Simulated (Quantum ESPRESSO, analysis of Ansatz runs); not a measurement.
# MgTiF6 (R-3), nudged elastic band: V_F hop (2.8 Å) (q = +1) (Quantum ESPRESSO)

Aim: the barrier of one jump in MgTiF6 (R-3) at charge +1: V_F hop (2.8 Å). The model is a cell of 64 host atoms with 1 F taken out; F is the atom that moves.

Method: Quantum ESPRESSO plane-wave DFT, PBEsol, GBRV 1.5 PBEsol potentials; nudged elastic band between two relaxed defect structures at fixed charge in a uniform background, in Quantum ESPRESSO 7.5.

**1. The starting structure**

The cell holds 63 atoms: 8 Mg, 8 Ti and 47 F. Its edges and angles: a = 10.801 Å, b = 10.801 Å, c = 10.801 Å, α = 58.8°, β = 58.8°, γ = 58.8°. It derives from MgTiF6 (space group R-3). Nearest the centre at fractional (0.600, 0.788, 0.363): F55 at 1.35 Å, Mg49 at 1.44 Å, F52 at 2.44 Å, F54 at 2.46 Å, F29 at 2.64 Å, Ti42 at 2.79 Å, F53 at 3.14 Å, F51 at 3.15 Å. The cell carries charge +1.

The cell's shortest repeat is 10.6 Å.

**2. Relaxation of the start point, charge +1**

The ends come first: from an unrelaxed start the top is counted from too high an energy, and the barrier comes out too low. Small random displacements break the symmetry of the ideal sites, so that the defect can distort if it gains by it. The charge of +1 is set by the electron count, and a uniform background keeps the cell neutral.

pw.in

```
&CONTROL
  calculation = 'relax'
  prefix = 'pwscf'
  outdir = './tmp'
  pseudo_dir = './pseudo'
  tprnfor = .true.
  disk_io = 'low'
  nstep = 70
  forc_conv_thr = 0.0012
  etot_conv_thr = 0.0001
/
&SYSTEM
  ibrav = 0
  nat = 63
  ntyp = 3
  ecutwfc = 40
  ecutrho = 324
  nbnd = 256
  occupations = 'fixed'
  tot_charge = 1
  nosym = .true.
/
&ELECTRONS
  conv_thr = 6d-08
  electron_maxstep = 100
  mixing_beta = 0.5
/
&IONS
  ion_dynamics = 'bfgs'
/
ATOMIC_SPECIES
Mg    24.3050 mg_pbesol_v1.4.uspp.F.UPF
Ti    47.8670 ti_pbesol_v1.4.uspp.F.UPF
F     18.9984 f_pbesol_v1.4.uspp.F.UPF
CELL_PARAMETERS angstrom
   5.2993279760    3.0595683983    8.9009649612
  -5.2993279760    3.0595683983    8.9009649612
   0.0000000000   -6.1191367966    8.9009649612
ATOMIC_POSITIONS crystal
Mg     0.2500000000    0.2500000000    0.2500000000
Ti     0.0000000000    0.0000000000    0.0000000000
F      0.3756630846    0.0885174171    0.1558384127
F      0.1537059410    0.3788532678    0.0885572631
F      0.4114427371    0.3462940588    0.1211467321
F      0.3450191371    0.1240207458    0.4090913618
F      0.1211467320    0.4114427370    0.3462940590
F      0.0885572629    0.1537059412    0.3788532679
Mg     0.2500000000    0.2500000000    0.7500000000
Ti     0.0000000000    0.0000000000    0.5000000000
F      0.3788532680    0.0885572630    0.6537059410
F      0.1537059410    0.3788532678    0.5885572631
F      0.4114427371    0.3462940588    0.6211467321
F      0.3462940590    0.1211467322    0.9114427369
F      0.1211467320    0.4114427370    0.8462940590
F      0.0885572629    0.1537059412    0.8788532679
Mg     0.2500000000    0.7500000000    0.2500000000
Ti     0.0000000000    0.5000000000    0.0000000000
F      0.3788532680    0.5885572630    0.1537059410
F      0.1537059410    0.8788532678    0.0885572631
F      0.4122596027    0.8487987090    0.1181520002
F      0.3485061387    0.6193920608    0.4092500364
F      0.1211467320    0.9114427370    0.3462940590
F      0.0885572629    0.6537059412    0.3788532679
Mg     0.2505053877    0.7483835963    0.7481215644
Ti     0.0000000000    0.5000000000    0.5000000000
F      0.3782846671    0.5917477894    0.6513758097
F      0.1503616356    0.8805635726    0.5899096948
F      0.4108715410    0.8496732171    0.6199930173
F      0.3462940590    0.6211467322    0.9114427369
F      0.1211467320    0.9114427370    0.8462940590
F      0.0885572629    0.6537059412    0.8788532679
Mg     0.7500000000    0.2500000000    0.2500000000
Ti     0.4999654519   -0.0028413829    0.0028188362
F      0.8788532680    0.0885572630    0.1537059410
F      0.6537059410    0.3788532678    0.0885572631
F      0.9114427371    0.3462940588    0.1211467321
F      0.8462940590    0.1211467322    0.4114427369
F      0.6211467320    0.4114427370    0.3462940590
F      0.5909904770    0.1508584807    0.3781100925
Mg     0.7500000000    0.2500000000    0.7500000000
Ti     0.5018391928   -0.0015835992    0.4976624497
F      0.8788532680    0.0885572630    0.6537059410
F      0.6568801897    0.3784349460    0.5861883370
F      0.9114427371    0.3462940588    0.6211467321
F      0.8462940590    0.1211467322    0.9114427369
F      0.6211467320    0.4114427370    0.8462940590
F      0.5885572629    0.1537059412    0.8788532679
Mg     0.7495750758    0.7533288768    0.2480614328
Ti     0.5000000000    0.5000000000    0.0000000000
F      0.8783340545    0.5901759383    0.1555895574
F      0.6564116426    0.8773654072    0.0862662460
F      0.9122191074    0.8432081456    0.1211165099
F      0.8472482449    0.6216303109    0.4081189302
F      0.6219297058    0.9080114817    0.3476797033
Mg     0.7500000000    0.7500000000    0.7500000000
Ti     0.5007349180    0.4965898221    0.5011250319
F      0.8788532680    0.5885572630    0.6537059410
F      0.6524479662    0.8823083393    0.5874347008
F      0.9114427371    0.8462940588    0.6211467321
F      0.8462940590    0.6211467322    0.9114427369
F      0.6211467320    0.9114427370    0.8462940590
F      0.5885572629    0.6537059412    0.8788532679
K_POINTS gamma
```

Run with:

```bash
$ OMP_NUM_THREADS=1 mpirun -n 4 pw.x -in pw.in > pw.out
```

The log of the run:

```text
[shortened: banners, details of potentials and solvers, and blank lines are left out]
     gamma-point specific algorithms are used
     one sub-group per band group will be used
     scalapack distributed-memory algorithm (size of sub-group:  2*  2 procs)
     bravais-lattice index     =            0
     lattice parameter (alat)  =      20.4118  a.u.
     unit-cell volume          =    5843.4039 (a.u.)^3
     number of atoms/cell      =           63
     number of atomic types    =            3
     number of electrons       =       504.00
     number of Kohn-Sham states=          256
     kinetic-energy cutoff     =      40.0000  Ry
     charge density cutoff     =     324.0000  Ry
     scf convergence threshold =      6.0E-08
     mixing beta               =       0.5000
     number of iterations used =            8  plain     mixing
     energy convergence thresh.=      1.0E-04
     force convergence thresh. =      1.2E-03
     Exchange-correlation= SLA  PW   PSX  PSC
                           (   1   4  10   8   0   0   0)
     nstep                     =           70
     crystal axes: (cart. coord. in units of alat)
               a(1) = (   0.490613   0.283256   0.824054 )
               a(2) = (  -0.490613   0.283256   0.824054 )
               a(3) = (   0.000000  -0.566511   0.824054 )
     PseudoPot. # 1 for Mg read from file:
     mg_pbesol_v1.4.uspp.F.UPF
     Pseudo is Ultrasoft, Zval = 10.0
[...]
PseudoPot. # 2 for Ti read from file:
     ti_pbesol_v1.4.uspp.F.UPF
     Pseudo is Ultrasoft + core correction, Zval = 12.0
[...]
PseudoPot. # 3 for F  read from file:
     f_pbesol_v1.4.uspp.F.UPF
     Pseudo is Ultrasoft, Zval =  7.0
     atomic species   valence    mass     pseudopotential
     Mg               10.00    24.30500     Mg( 1.00)
     Ti               12.00    47.86700     Ti( 1.00)
     F                 7.00    18.99840     F ( 1.00)
     No symmetry found
     site n.     atom                  positions (alat units)
         1        Mg     tau(   1) = (   0.0000000   0.0000000   0.6180404  )
         2        Ti     tau(   2) = (   0.0000000   0.0000000   0.0000000  )
         3        F      tau(   3) = (   0.1408775   0.0431975   0.5109290  )
         4        F      tau(   4) = (  -0.1104603   0.1006817   0.5118334  )
         5        F      tau(   5) = (   0.0319628   0.1460023   0.7242474  )
         6        F      tau(   6) = (   0.1084247  -0.0988967   0.7236275  )
         7        F      tau(   7) = (  -0.1424231  -0.0453205   0.7242474  )
         8        F      tau(   8) = (  -0.0319628  -0.1460023   0.5118334  )
[...]
number of k points=     1
                       cart. coord. in units 2pi/alat
        k(    1) = (   0.0000000   0.0000000   0.0000000), wk =   2.0000000
     Dense  grid:   287800 G-vectors     FFT dimensions: ( 120, 120, 120)
     Smooth grid:    99880 G-vectors     FFT dimensions: (  90,  90,  90)
     Check: negative core charge=   -0.000006
     starting charge     494.5978, renormalised to     504.0000
     Self-consistent Calculation
     iteration #  1     ecut=    40.00 Ry     beta= 0.50
     total energy              =   -4242.44817628 Ry
     estimated scf accuracy    <       2.77261435 Ry
     iteration #  2     ecut=    40.00 Ry     beta= 0.50
     total energy              =   -4242.76870918 Ry
     estimated scf accuracy    <       1.20325191 Ry
     iteration #  3     ecut=    40.00 Ry     beta= 0.50
     total energy              =   -4243.02333476 Ry
     estimated scf accuracy    <       0.34790594 Ry
[...]
estimated scf accuracy    <       0.00000384 Ry
[... 270 further cycles ...]
     iteration #  6     ecut=    40.00 Ry     beta= 0.50
     total energy              =   -4243.17061310 Ry
     estimated scf accuracy    <          4.9E-09 Ry
     iteration #  7     ecut=    40.00 Ry     beta= 0.50
     total energy              =   -4243.17061310 Ry
     estimated scf accuracy    <          8.0E-10 Ry
     iteration #  8     ecut=    40.00 Ry     beta= 0.50
     End of self-consistent calculation
          k = 0.0000 0.0000 0.0000 ( 12488 PWs)   bands (ev):
   -70.7571 -70.5127 -70.4189 -70.4179 -70.3919 -70.3883 -70.1262 -70.1163
   -55.8361 -55.1901 -55.1409 -55.1359 -55.1322 -55.1288 -55.0434 -55.0302
   -37.7818 -37.7131 -37.7121 -37.5178 -37.4809 -37.4798 -37.4074 -37.4058
   -37.3898 -37.3893 -37.3877 -37.3868 -37.3792 -37.3757 -37.3639 -37.3619
   -37.3606 -37.3582 -37.1079 -37.1065 -37.1032 -37.0980 -37.0971 -37.0937
   -32.4664 -32.3102 -32.3064 -31.6960 -31.6479 -31.6390 -31.6079 -31.6039
   -31.6002 -31.5960 -31.5943 -31.5866 -31.5844 -31.5800 -31.5757 -31.5723
   -31.5717 -31.5684 -31.5019 -31.5004 -31.4979 -31.4920 -31.4903 -31.4840
[...]
highest occupied, lowest unoccupied level (ev):     0.1116    4.3592
!    total energy              =   -4243.17061310 Ry
     estimated scf accuracy    <          7.1E-11 Ry
     The total energy is the sum of the following terms:
     one-electron contribution =   -3037.31598487 Ry
     hartree contribution      =    1684.85108303 Ry
     xc contribution           =    -708.58879194 Ry
     ewald contribution        =   -2182.11691933 Ry
     convergence has been achieved in   8 iterations
     Forces acting on atoms (cartesian axes, Ry/au):
     atom    1 type  1   force =     0.00026866   -0.00011711    0.00024831
     atom    2 type  2   force =    -0.00006931    0.00016627    0.00016460
     atom    3 type  3   force =    -0.00022318    0.00005501    0.00009763
     atom    4 type  3   force =    -0.00068981    0.00037246   -0.00006113
     atom    5 type  3   force =    -0.00016319    0.00046127    0.00037753
     atom    6 type  3   force =     0.00017248    0.00046182    0.00012102
     atom    7 type  3   force =    -0.00027409    0.00026879    0.00040282
     atom    8 type  3   force =    -0.00011877   -0.00033626   -0.00028296
[...]
Total force =     0.004538     Total SCF correction =     0.000022
     Energy error            =      4.1E-05 Ry
     Gradient error          =      1.2E-03 Ry/Bohr
     number of scf cycles    =  33
     number of bfgs steps    =  32
     energy             old  =   -4243.1705722375 Ry
     energy             new  =   -4243.1706131023 Ry
     CASE: energy            _new < energy            _old
     new trust radius        =       0.0072046416 bohr
     new conv_thr            =       0.0000000006 Ry
ATOMIC_POSITIONS (crystal)
Mg               0.2492219752        0.2508889730        0.2501087200
Ti               0.0023073859        0.0022342361       -0.0029270521
F                0.3773284695        0.0933413720        0.1496231026
F                0.1469641819        0.3836050117        0.0939622406
F                0.4098824446        0.3480309190        0.1208869582
F                0.3503915572        0.1180215384        0.4073138414
F                0.1217892555        0.4090736885        0.3498021392
F                0.0899042745        0.1523591298        0.3783500367
[...]
Check: negative core charge=   -0.000006
     Self-consistent Calculation
     iteration #  1     ecut=    40.00 Ry     beta= 0.50
     total energy              =   -4243.17064157 Ry
     estimated scf accuracy    <       0.00002747 Ry
     iteration #  2     ecut=    40.00 Ry     beta= 0.50
     total energy              =   -4243.17064281 Ry
     estimated scf accuracy    <       0.00000428 Ry
     iteration #  3     ecut=    40.00 Ry     beta= 0.50
     total energy              =   -4243.17064315 Ry
     estimated scf accuracy    <       0.00000165 Ry
[...]
estimated scf accuracy    <       0.00000043 Ry
     iteration #  5     ecut=    40.00 Ry     beta= 0.50
     total energy              =   -4243.17064356 Ry
     estimated scf accuracy    <       0.00000003 Ry
     iteration #  6     ecut=    40.00 Ry     beta= 0.50
     total energy              =   -4243.17064356 Ry
     estimated scf accuracy    <          3.2E-09 Ry
     iteration #  7     ecut=    40.00 Ry     beta= 0.50
     End of self-consistent calculation
          k = 0.0000 0.0000 0.0000 ( 12488 PWs)   bands (ev):
   -70.7525 -70.5167 -70.4192 -70.4168 -70.3918 -70.3871 -70.1262 -70.1145
   -55.8326 -55.1911 -55.1411 -55.1357 -55.1319 -55.1283 -55.0438 -55.0309
   -37.7772 -37.7088 -37.7077 -37.5219 -37.4848 -37.4836 -37.4076 -37.4047
   -37.3900 -37.3883 -37.3880 -37.3857 -37.3790 -37.3744 -37.3637 -37.3618
   -37.3594 -37.3570 -37.1080 -37.1065 -37.1033 -37.0963 -37.0954 -37.0920
   -32.4633 -32.3074 -32.3036 -31.6975 -31.6486 -31.6397 -31.6088 -31.6042
   -31.5997 -31.5953 -31.5939 -31.5859 -31.5845 -31.5799 -31.5756 -31.5721
   -31.5715 -31.5681 -31.5026 -31.5006 -31.4983 -31.4927 -31.4910 -31.4848
[...]
highest occupied, lowest unoccupied level (ev):     0.1114    4.3624
!    total energy              =   -4243.17064357 Ry
     estimated scf accuracy    <          3.3E-10 Ry
     The total energy is the sum of the following terms:
     one-electron contribution =   -3037.50266978 Ry
     hartree contribution      =    1684.94448319 Ry
     xc contribution           =    -708.59109858 Ry
     ewald contribution        =   -2182.02135839 Ry
     convergence has been achieved in   7 iterations
     Forces acting on atoms (cartesian axes, Ry/au):
     atom    1 type  1   force =     0.00026174   -0.00008777    0.00024791
     atom    2 type  2   force =    -0.00004297   -0.00000417    0.00005545
     atom    3 type  3   force =     0.00000038    0.00011904   -0.00003427
     atom    4 type  3   force =    -0.00061248    0.00026689    0.00006791
     atom    5 type  3   force =    -0.00015919    0.00044020    0.00035277
     atom    6 type  3   force =     0.00029836    0.00038355    0.00024836
     atom    7 type  3   force =    -0.00030896    0.00031232    0.00029876
     atom    8 type  3   force =    -0.00014544   -0.00033538   -0.00034963
[...]
Total force =     0.003563     Total SCF correction =     0.000044
     Energy error            =      3.0E-05 Ry
     Gradient error          =      6.7E-04 Ry/Bohr
     bfgs converged in  34 scf cycles and  33 bfgs steps
     (criteria: energy <  1.0E-04 Ry, force <  1.2E-03 Ry/Bohr)
     End of BFGS Geometry Optimization
     Final energy             =   -4243.1706435655 Ry
Begin final coordinates
ATOMIC_POSITIONS (crystal)
Mg               0.2492219752        0.2508889730        0.2501087200
Ti               0.0023073859        0.0022342361       -0.0029270521
F                0.3773284695        0.0933413720        0.1496231026
F                0.1469641819        0.3836050117        0.0939622406
F                0.4098824446        0.3480309190        0.1208869582
F                0.3503915572        0.1180215384        0.4073138414
F                0.1217892555        0.4090736885        0.3498021392
F                0.0899042745        0.1523591298        0.3783500367
[...]
End final coordinates
   JOB DONE.
```

It took 23 min on 4 MPI ranks of Arm Neoverse V2, shared host; peak memory 1.5 GiB; 1.5 h of CPU time.

Relaxation path (22 of 34):

```
step  energy less that of the first step (eV)
   0                                   0.0000
   2                                  -0.8074
   3                                  -0.9613
   5                                  -1.1048
   6                                  -1.1316
   8                                  -1.1573
   9                                  -1.1653
  11                                  -1.1793
  13                                  -1.1910
  14                                  -1.1945
  16                                  -1.2009
  17                                  -1.2046
  19                                  -1.2093
  20                                  -1.2105
  22                                  -1.2134
  24                                  -1.2164
  25                                  -1.2176
  27                                  -1.2195
  28                                  -1.2203
  30                                  -1.2215
  31                                  -1.2221
  33                                  -1.2231
```

The atoms that moved most (Å):

```
atom      dx      dy      dz  length
Ti57   0.068  -0.215  -0.158   0.275
 F53   0.221   0.092   0.070   0.250
 F13   0.169  -0.136  -0.092   0.236
Mg49   0.078   0.174   0.131   0.231
 F16  -0.223  -0.028  -0.023   0.226
 F20  -0.048   0.129   0.105   0.173
 Mg9  -0.027  -0.127  -0.089   0.157
 F44  -0.113   0.078   0.060   0.150
```

Neighbours of F55 at the end:

```
atom  distance (Å)
Ti42         1.895
Mg49         1.962
 F29         2.605
 F59         2.644
  F6         2.654
 F40         2.715
 F52         2.727
 F54         2.745
```

Numbers from this step:

* highest filled level: 0.1114 eV
* lowest empty level: 4.362 eV
* r.m.s. move of the farther half of the atoms: 0.08669 Å
* largest move from the ideal geometry of this structure, a common shift of the far atoms taken out: 0.3117 Å

The relaxation gained 1.223 eV and ended with a largest force component of 0.017 eV/Å.

(Continued in part 2 of 3.)

[Logs are printed without paths, hosts, clocks, repeated set-up lines and the standing remarks that a program may print on its own settings, such as how far it seeks lower states.]

[Hosts, paths, dates, database ids (printed as entryN), source tags and the programs' standing remarks are cut or masked in the printed files.]
